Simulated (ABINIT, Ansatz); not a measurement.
# Calculated records

```json
{"subject": "A GW chain in ABINIT: TlIO3 (R3m)", "lattice_ang": [[3.1508, 1.8191, 2.6554], [-3.1508, 1.8191, 2.6554], [0.0, -3.6382, 2.6554]], "atoms": [["Tl", 0.0088, 0.0088, 0.0088], ["I", 0.5019, 0.5019, 0.5019], ["O", 0.9033, 0.4619, 0.4619], ["O", 0.4619, 0.9033, 0.4619], ["O", 0.4619, 0.4619, 0.9033]], "method": "RPA screening on PBEsol, plane waves, norm-conserving pseudopotentials (and 2 further levels or steps)", "program": "ABINIT 10.8.3", "settings": "cutoff 36 Ha, PseudoDojo scalar-relativistic 0.4.1 standard, norm-conserving, ngkpt (2, 2, 2), nband 63, ecuteps 3.6 Ha, inclvkb 2, shiftk (0, 0, 0), symchi 1, awtr 1, frequency ppm, 2×2×2 k-mesh", "cost": "5 runs, 2.6 min in all on 4 MPI ranks of Arm Neoverse N1, shared host", "notes": "The cell and positions are those that the Materials Project relaxed with its own functionals (PBE, PBE+U or r2SCAN), kept fixed. Limits: no spin-orbit coupling. The 2×2×2 mesh is coarse for this cell, which bears on the long-range parts of exchange and screening. The norm-conserving file of at least one element keeps a d shell over frozen s and p shells of the same row. Exchange with those shells is missing from the self-energy, an error of 0.3 to 0.9 eV in cases checked, whose sign depends on which edge lies on those atoms.", "results": {"pbesol_gap": "2.67 eV, indirect (only 12 meV under the direct gap)", "g0w0_gap_on_the_mesh": "4.16 eV", "gw_settings": "2×2×2 mesh, 63 bands, screening to 98 eV, Godby-Needs plasmon pole", "known_limits": "short of the basis limit; exchange with frozen shells missing; no spin-orbit coupling; coarse k mesh"}}
```

[Long decimals in the printed logs are rounded to 6 places.]

[Logs are printed without paths, hosts, clocks, repeated set-up lines and the standing remarks that a program may print on its own settings, such as how far it seeks lower states.]

[Paths, hosts, dates, memory and timing lines, banners, echoed tables and standing remarks are left out of the program output; an Ansatz launch command may be rebuilt from the run's recorded settings. Measured values are a selection of at most five: reports struck by readers or far from the other reports are left out. None is set beside runs whose start may be inverted or whose files or cutoffs have a known fault.]

[Runs of the session that timed out or met a known fault of the program may be left out.]

[Hosts, paths, dates, database ids (printed as entryN), source tags and the programs' standing remarks are cut or masked in the printed files.]

[G0W0 gaps are taken among the corrected bands and points alone; a level outside them can change the order at an edge.]

[Where Ansatz stands beside ABINIT at settings called matched, ABINIT's density can come from a denser mesh and the files from another edition; pairs whose starting gaps differed by over 0.03 eV were left out, so agreement reads better than it is.]
